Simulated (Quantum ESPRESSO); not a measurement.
# Magnetic state of MnO (Manganosite) from several starts, part 2 of 2

A self-consistent run ends on one state, which hangs on the start. Several orders of MnO (Manganosite) are started in Quantum ESPRESSO and their energies compared.

Quantum ESPRESSO 7.5; PBEsol with U = 4 eV on Mn d (ortho-atomic projectors); plane waves with GBRV 1.5 PBEsol potentials, no spin-orbit coupling.

So far: The structure; Run 1, typed as ferro +.

## Step 3: Start 2: antiferro q=(0,0,1/2) +−

This order needs a doubled cell of 4 atoms. The wavevector q is in fractions of the reciprocal vectors of the crystal's primitive cell, as the cells of these inputs are built from it; moments change sign between cells as cos(2π q·R).

Input file pw.in:

```
&CONTROL
  calculation = 'scf'
  prefix = 'pwscf'
  outdir = './tmp'
  pseudo_dir = './pseudo'
  disk_io = 'nowf'
/
&SYSTEM
  ibrav = 0
  celldm(1) = 8
  nat = 4
  ntyp = 3
  ecutwfc = 40
  ecutrho = 280
  nbnd = 30
  occupations = 'smearing'
  smearing = 'fd'
  degauss = 0.00367493
  nspin = 2
  starting_magnetization(1) = 0.3
  starting_magnetization(2) = -0.3
  starting_magnetization(3) = 0
/
&ELECTRONS
  conv_thr = 8d-09
  electron_maxstep = 150
  mixing_beta = 0.3
/
ATOMIC_SPECIES
Mn1    54.9380 mn_pbesol_v1.5.uspp.F.UPF
Mn2    54.9380 mn_pbesol_v1.5.uspp.F.UPF
O      15.9990 o_pbesol_v1.2.uspp.F.UPF
CELL_PARAMETERS alat
   0.0000000000000    0.5251076468804    0.5251076468804
   0.5251076468804    0.0000000000000    0.5251076468804
   1.0502152937608    1.0502152937608    0.0000000000000
ATOMIC_POSITIONS crystal
Mn1     0.0000000000    0.0000000000    0.0000000000
Mn2     0.0000000000    0.0000000000    0.5000000000
O       0.5000000000    0.5000000000    0.2500000000
O       0.5000000000    0.5000000000    0.7500000000
K_POINTS automatic
10 10 5 0 0 0
HUBBARD {ortho-atomic}
U Mn1-3d 4.0000
U Mn2-3d 4.0000
```

Run with:

```sh
$ OMP_NUM_THREADS=1 mpirun -n 4 pw.x -nk 4 -in pw.in > pw.out
```

Output:

```text
[banner, memory and clock lines left out]
Program PWSCF v.7.5 starts

     Message from routine setup:
     using ibrav=0 with symmetry is DISCOURAGED, use correct ibrav instead

     bravais-lattice index     =            0
     lattice parameter (alat)  =       8.0000  a.u.
     unit-cell volume          =     296.5343 (a.u.)^3
     number of atoms/cell      =            4
     number of atomic types    =            3
     number of electrons       =        42.00
     number of Kohn-Sham states=           30
     kinetic-energy cutoff     =      40.0000  Ry
     charge density cutoff     =     280.0000  Ry
     scf convergence threshold =      8.0E-09
     mixing beta               =       0.3000
     number of iterations used =            8  plain     mixing
     Exchange-correlation= SLA  PW   PSX  PSC
                           (   1   4  10   8   0   0   0)
     Hubbard projectors: ortho-atomic
     Hubbard parameters of DFT+U (Dudarev formulation) in eV:
     U(Mn1-3d) =  4.0000
     U(Mn2-3d) =  4.0000

     Internal variables: lda_plus_u =T, lda_plus_u_kind = 0

     Internal variables: orbital_resolved =F, hub_pot_fix =F, apply_U = F

     celldm(1)=   8.000000  celldm(2)=   0.000000  celldm(3)=   0.000000
     celldm(4)=   0.000000  celldm(5)=   0.000000  celldm(6)=   0.000000

     crystal axes: (cart. coord. in units of alat)
               a(1) = (   0.000000   0.525108   0.525108 )
               a(2) = (   0.525108   0.000000   0.525108 )
               a(3) = (   1.050215   1.050215   0.000000 )

     reciprocal axes: (cart. coord. in units 2 pi/alat)
               b(1) = ( -0.952186  0.952186  0.952186 )
               b(2) = (  0.952186 -0.952186  0.952186 )
               b(3) = (  0.476093  0.476093 -0.476093 )

     PseudoPot. # 1 for Mn read from file:
     mn_pbesol_v1.5.uspp.F.UPF
     Pseudo is Ultrasoft + core correction, Zval = 15.0

     PseudoPot. # 2 for Mn read from file:
     mn_pbesol_v1.5.uspp.F.UPF
     Pseudo is Ultrasoft + core correction, Zval = 15.0

     PseudoPot. # 3 for O  read from file:
     o_pbesol_v1.2.uspp.F.UPF
     Pseudo is Ultrasoft + core correction, Zval =  6.0

     atomic species   valence    mass     pseudopotential
     Mn1              15.00    54.93800     Mn( 1.00)
     Mn2              15.00    54.93800     Mn( 1.00)
     O                 6.00    15.99900     O ( 1.00)

     Starting magnetic structure
     atomic species   magnetization
     Mn1             0.300
     Mn2            -0.300
     O               0.000

     12 Sym. Ops., with inversion, found

   Cartesian axes

     site n.     atom                  positions (alat units)
         1        Mn1    tau(   1) = (   0.0000000   0.0000000   0.0000000  )
         2        Mn2    tau(   2) = (   0.5251076   0.5251076   0.0000000  )
         3        O      tau(   3) = (   0.5251076   0.5251076   0.5251076  )
         4        O      tau(   4) = (   1.0502153   1.0502153   0.5251076  )

     number of k points=    58  Fermi-Dirac smearing, width (Ry)=  0.0037
                       cart. coord. in units 2pi/alat
        k(    1) = (   0.0000000   0.0000000   0.0000000), wk =   0.0020000
        k(    2) = (   0.0952186   0.0952186  -0.0952186), wk =   0.0040000
        k(    3) = (   0.1904371   0.1904371  -0.1904371), wk =   0.0040000
        k(    4) = (   0.0952186  -0.0952186   0.0952186), wk =   0.0120000
        k(    5) = (   0.1904371   0.0000000  -0.0000000), wk =   0.0120000
        [... 53 further k-points ...]

     Dense  grid:    23499 G-vectors     FFT dimensions: (  32,  32,  64)

     Smooth grid:    10113 G-vectors     FFT dimensions: (  24,  24,  48)

     Check: negative core charge=   -0.000053
     Generating pointlists ...
     new r_m :   0.2166 (alat units)  1.7329 (a.u.) for type    1
     new r_m :   0.2166 (alat units)  1.7329 (a.u.) for type    2
     new r_m :   0.2166 (alat units)  1.7329 (a.u.) for type    3

     Initial potential from superposition of free atoms

     starting charge      40.9998, renormalised to      42.0000

     STARTING HUBBARD OCCUPATIONS:

     =================== HUBBARD OCCUPATIONS ===================
     ------------------------ ATOM    1 ------------------------
     Tr[ns(  1)] (up, down, total) =   5.00000  0.00000  5.00000
     Atomic magnetic moment for atom   1 =   5.00000
     [... lines left out ...]
     ------------------------ ATOM    2 ------------------------
     Tr[ns(  2)] (up, down, total) =   0.00000  5.00000  5.00000
     Atomic magnetic moment for atom   2 =  -5.00000
     [... lines left out ...]
     Number of occupied Hubbard levels =   10.0000

     Atomic wfc used for Hubbard projectors are orthogonalized

     Starting wfcs are   34 randomized atomic wfcs

     Self-consistent Calculation

     iteration #  1     ecut=    40.00 Ry     beta= 0.30
     Davidson diagonalization with overlap
     ethr =  1.00E-02,  avg # of iterations =  2.4

     =================== HUBBARD OCCUPATIONS ===================
     ------------------------ ATOM    1 ------------------------
     Tr[ns(  1)] (up, down, total) =   4.87973  0.15969  5.03942
     Atomic magnetic moment for atom   1 =   4.72005
     [... lines left out ...]
     ------------------------ ATOM    2 ------------------------
     Tr[ns(  2)] (up, down, total) =   0.15968  4.87991  5.03958
     Atomic magnetic moment for atom   2 =  -4.72023
     [... lines left out ...]
     Number of occupied Hubbard levels =   10.0790

     total energy              =    -486.35759884 Ry
     estimated scf accuracy    <       1.08867661 Ry

     total magnetization       =    -0.00 Bohr mag/cell
     absolute magnetization    =     9.41 Bohr mag/cell

     iteration #  2     ecut=    40.00 Ry     beta= 0.30
     Davidson diagonalization with overlap
     ethr =  2.59E-03,  avg # of iterations =  2.0

     total energy              =    -486.56106057 Ry
     estimated scf accuracy    <       0.05968513 Ry

     total magnetization       =     0.00 Bohr mag/cell
     absolute magnetization    =     9.41 Bohr mag/cell

     [... further iterations left out ...]

     iteration # 10     ecut=    40.00 Ry     beta= 0.30
     Davidson diagonalization with overlap
     ethr =  2.16E-10,  avg # of iterations =  1.5

     negative rho (up, down):  5.435E-04 5.435E-04

     total energy              =    -486.57551869 Ry
     estimated scf accuracy    <       0.00000002 Ry

     total magnetization       =    -0.00 Bohr mag/cell
     absolute magnetization    =     9.46 Bohr mag/cell

     iteration # 11     ecut=    40.00 Ry     beta= 0.30
     Davidson diagonalization with overlap
     ethr =  4.04E-11,  avg # of iterations =  1.1

     negative rho (up, down):  5.433E-04 5.433E-04

     Magnetic moment per site  (integrated on atomic sphere of radius R)
     atom   1 (R=0.217)  charge= 12.5761  magn=  4.2407
     atom   2 (R=0.217)  charge= 12.5761  magn= -4.2407
     atom   3 (R=0.217)  charge=  5.9572  magn= -0.0000
     atom   4 (R=0.217)  charge=  5.9572  magn= -0.0000

     End of self-consistent calculation

     =================== HUBBARD OCCUPATIONS ===================
     ------------------------ ATOM    1 ------------------------
     Tr[ns(  1)] (up, down, total) =   4.96126  0.27514  5.23640
     Atomic magnetic moment for atom   1 =   4.68612
     [... lines left out ...]
     ------------------------ ATOM    2 ------------------------
     Tr[ns(  2)] (up, down, total) =   0.27514  4.96126  5.23640
     Atomic magnetic moment for atom   2 =  -4.68612
     [... lines left out ...]
     Number of occupied Hubbard levels =   10.4728

     Number of k-points >= 100: set verbosity='high' to print the bands.

     the Fermi energy is    12.4910 ev

!    total energy              =    -486.57551873 Ry
     estimated scf accuracy    <          5.3E-09 Ry
     smearing contrib. (-TS)   =      -0.00000000 Ry
     internal energy E=F+TS    =    -486.57551873 Ry

     The total energy is F=E-TS. E is the sum of the following terms:
     one-electron contribution =    -218.82207741 Ry
     hartree contribution      =     131.27792556 Ry
     xc contribution           =     -67.56619610 Ry
     ewald contribution        =    -331.55128498 Ry
     Hubbard energy            =       0.08611422 Ry

     total magnetization       =     0.00 Bohr mag/cell
     absolute magnetization    =     9.46 Bohr mag/cell

     convergence has been achieved in  11 iterations
```

Wall time 18 s (4 MPI ranks of Arm Neoverse V2, shared host); peak memory 0.42 GiB; 71 s of CPU time.

Spin moment in the atom's sphere by atom:

```csv
atom,spin moment in the atom's sphere (μB)
Mn1,4.24
Mn2,-4.24
O3,0.00
O4,0.00
```

Numbers from this step:

```yaml
smearing_term_ts: 8.63e-10 eV
magnetization: 0 μB
absolute_magnetization: 9.461 μB
final_state: antiferromagnetic
```

## Step 4: Run 3, typed as antiferro q=(0,1/2,1/2) +−

The cell is doubled to 4 atoms to hold this order.

pw.in: that of step 3 with these lines changed.

```diff
@@ -34,11 +34,11 @@
    0.0000000000000    0.5251076468804    0.5251076468804
-   0.5251076468804    0.0000000000000    0.5251076468804
-   1.0502152937608    1.0502152937608    0.0000000000000
+   1.0502152937608    0.0000000000000    1.0502152937608
+   1.0502152937608    0.5251076468804    0.5251076468804
 ATOMIC_POSITIONS crystal
 Mn1     0.0000000000    0.0000000000    0.0000000000
-Mn2     0.0000000000    0.0000000000    0.5000000000
-O       0.5000000000    0.5000000000    0.2500000000
-O       0.5000000000    0.5000000000    0.7500000000
+Mn2     0.0000000000    0.5000000000    0.0000000000
+O       0.5000000000    0.0000000000    0.5000000000
+O       0.5000000000    0.5000000000    0.5000000000
 K_POINTS automatic
-10 10 5 0 0 0
+10 5 10 0 0 0
 HUBBARD {ortho-atomic}
```

Output:

```text
     [... lines left out ...]
Program PWSCF v.7.5 starts
     [... lines left out ...]
     number of atoms/cell      =            4
     [... lines left out ...]
     number of electrons       =        42.00
     number of Kohn-Sham states=           30
     kinetic-energy cutoff     =      40.0000  Ry
     charge density cutoff     =     280.0000  Ry
     scf convergence threshold =      8.0E-09
     [... lines left out ...]
     16 Sym. Ops., with inversion, found
     [... lines left out ...]
     number of k points=    63  Fermi-Dirac smearing, width (Ry)=  0.0037
     [... lines left out ...]
     iteration # 12     ecut=    40.00 Ry     beta= 0.30
     [... lines left out ...]
     Magnetic moment per site  (integrated on atomic sphere of radius R)
     atom   1 (R=0.217)  charge= 12.5683  magn=  4.2690
     atom   2 (R=0.217)  charge= 12.5683  magn= -4.2690
     atom   3 (R=0.217)  charge=  5.9602  magn= -0.0595
     atom   4 (R=0.217)  charge=  5.9602  magn=  0.0595
     [... lines left out ...]
     Tr[ns(  1)] (up, down, total) =   4.96171  0.25613  5.21784
     [... lines left out ...]
     Tr[ns(  2)] (up, down, total) =   0.25613  4.96171  5.21784
     [... lines left out ...]
     the Fermi energy is    12.9791 ev
!    total energy              =    -486.57280243 Ry
     estimated scf accuracy    <          1.5E-09 Ry
     smearing contrib. (-TS)   =      -0.00000178 Ry
     [... lines left out ...]
     total magnetization       =     0.00 Bohr mag/cell
     absolute magnetization    =     9.67 Bohr mag/cell
     convergence has been achieved in  12 iterations
```

Elapsed: 33 s, on 4 MPI ranks; peak memory 0.48 GiB.

Spin moment in the atom's sphere by atom:

```csv
atom,spin moment in the atom's sphere (μB)
Mn1,4.27
Mn2,-4.27
O3,-0.06
O4,0.06
```

Numbers from this step:

| Item | Value |
| --- | --- |
| smearing term TS | 2.43e-5 eV |
| magnetization | 0 μB |
| absolute magnetization | 9.668 μB |
| final state | antiferromagnetic |

## Step 5: Start 4: ferro +

Input file pw.in:

```
&CONTROL
  calculation = 'scf'
  prefix = 'pwscf'
  outdir = './tmp'
  pseudo_dir = './pseudo'
  disk_io = 'nowf'
/
&SYSTEM
  ibrav = 0
  celldm(1) = 8
  nat = 2
  ntyp = 2
  ecutwfc = 40
  ecutrho = 280
  nbnd = 19
  occupations = 'smearing'
  smearing = 'fd'
  degauss = 0.00367493
  nspin = 2
  starting_magnetization(1) = 0.3
  starting_magnetization(2) = 0
/
&ELECTRONS
  conv_thr = 4d-09
  electron_maxstep = 150
  mixing_beta = 0.3
/
ATOMIC_SPECIES
Mn     54.9380 mn_pbesol_v1.5.uspp.F.UPF
O      15.9990 o_pbesol_v1.2.uspp.F.UPF
CELL_PARAMETERS alat
   0.0000000000000    0.5251076468804    0.5251076468804
   0.5251076468804    0.0000000000000    0.5251076468804
   0.5251076468804    0.5251076468804    0.0000000000000
ATOMIC_POSITIONS crystal
Mn      0.0000000000    0.0000000000    0.0000000000
O       0.5000000000    0.5000000000    0.5000000000
K_POINTS automatic
10 10 10 0 0 0
HUBBARD {ortho-atomic}
U Mn-3d 4.0000
```

Output:

```text
     [... lines left out ...]
Program PWSCF v.7.5 starts
     [... lines left out ...]
     number of atoms/cell      =            2
     [... lines left out ...]
     number of electrons       =        21.00
     number of Kohn-Sham states=           19
     kinetic-energy cutoff     =      40.0000  Ry
     charge density cutoff     =     280.0000  Ry
     scf convergence threshold =      4.0E-09
     [... lines left out ...]
     48 Sym. Ops., with inversion, found
     [... lines left out ...]
     number of k points=    47  Fermi-Dirac smearing, width (Ry)=  0.0037
     [... lines left out ...]
     iteration # 11     ecut=    40.00 Ry     beta= 0.30
     [... lines left out ...]
     Magnetic moment per site  (integrated on atomic sphere of radius R)
     atom   1 (R=0.217)  charge= 12.5760  magn=  4.2809
     atom   2 (R=0.217)  charge=  5.9603  magn=  0.1786
     [... lines left out ...]
     Tr[ns(  1)] (up, down, total) =   4.96974  0.25088  5.22062
     [... lines left out ...]
     the Fermi energy is    12.7554 ev
!    total energy              =    -243.28257455 Ry
     estimated scf accuracy    <          5.4E-11 Ry
     smearing contrib. (-TS)   =      -0.00001815 Ry
     [... lines left out ...]
     total magnetization       =     5.00 Bohr mag/cell
     absolute magnetization    =     5.00 Bohr mag/cell
     convergence has been achieved in  11 iterations
```

Run time: 5.1 s. Hardware: 4 MPI ranks; peak memory 0.27 GiB; 20 s of CPU time.

Read from the output:

```yaml
smearing_term_ts: 2.47e-4 eV
magnetization: 5 μB
absolute_magnetization: 5 μB
final_state: ferromagnetic
largest_moment: 4.281 μB
```

## Step 6: Ranking

An order is kept where moments of 0.15 μB or more survive with the typed signs; meshes match where a doubled cell samples the same k points as the first cell.

Orders:

```csv
start,final state,typed order kept,energy over the lowest (meV a seeded atom),largest site moment (μB),net moment (μB a cell of the first run),mesh matched,CPU time (s)
ferro +,ferromagnetic,yes,70.54,4.281,5,yes,20.07
"antiferro q=(0,0,1/2) +-",antiferromagnetic,yes,0,4.241,0,yes,71.3
"antiferro q=(0,1/2,1/2) +-",antiferromagnetic,yes,18.48,4.269,0,yes,133
ferro +,ferromagnetic,yes,70.54,4.281,5,yes,20.16
```

## Step 7: Occupations of the corrected shells in the lowest state

Occupations of the Hubbard shells:

```csv
block,type,shell,spin,electrons,occupation numbers
1,Mn1,3d,up,4.961,0.992 0.992 0.992 0.993 0.993
1,Mn1,3d,down,0.2751,0.027 0.028 0.028 0.096 0.096
2,Mn2,3d,up,0.2751,0.027 0.028 0.028 0.096 0.096
2,Mn2,3d,down,4.961,0.992 0.992 0.992 0.993 0.993
```

## Step 8: Results

| Item | Value |
| --- | --- |
| lowest state found | antiferromagnetic (from antiferro q=(0,0,1/2) +-) |
| largest site moment | 4.24 μB |
| next state with moments | antiferromagnetic, 18.5 meV a seeded atom higher |

In words: This is the lowest of 4 collinear or spinless starts, no proof of the ground state.

[Logs and program files are shortened in this print: banners, set-up blocks, solver, clock and traceback lines can be left out without a mark of their own.]

[Logs are printed without paths, hosts, clocks, repeated set-up lines and the standing remarks that a program may print on its own settings, such as how far it seeks lower states.]

[Hosts, paths, dates, database ids (printed as entryN), source tags and the programs' standing remarks are cut or masked in the printed files.]

[Where a cell is said to come from a database of computed structures, the database is the Materials Project.]
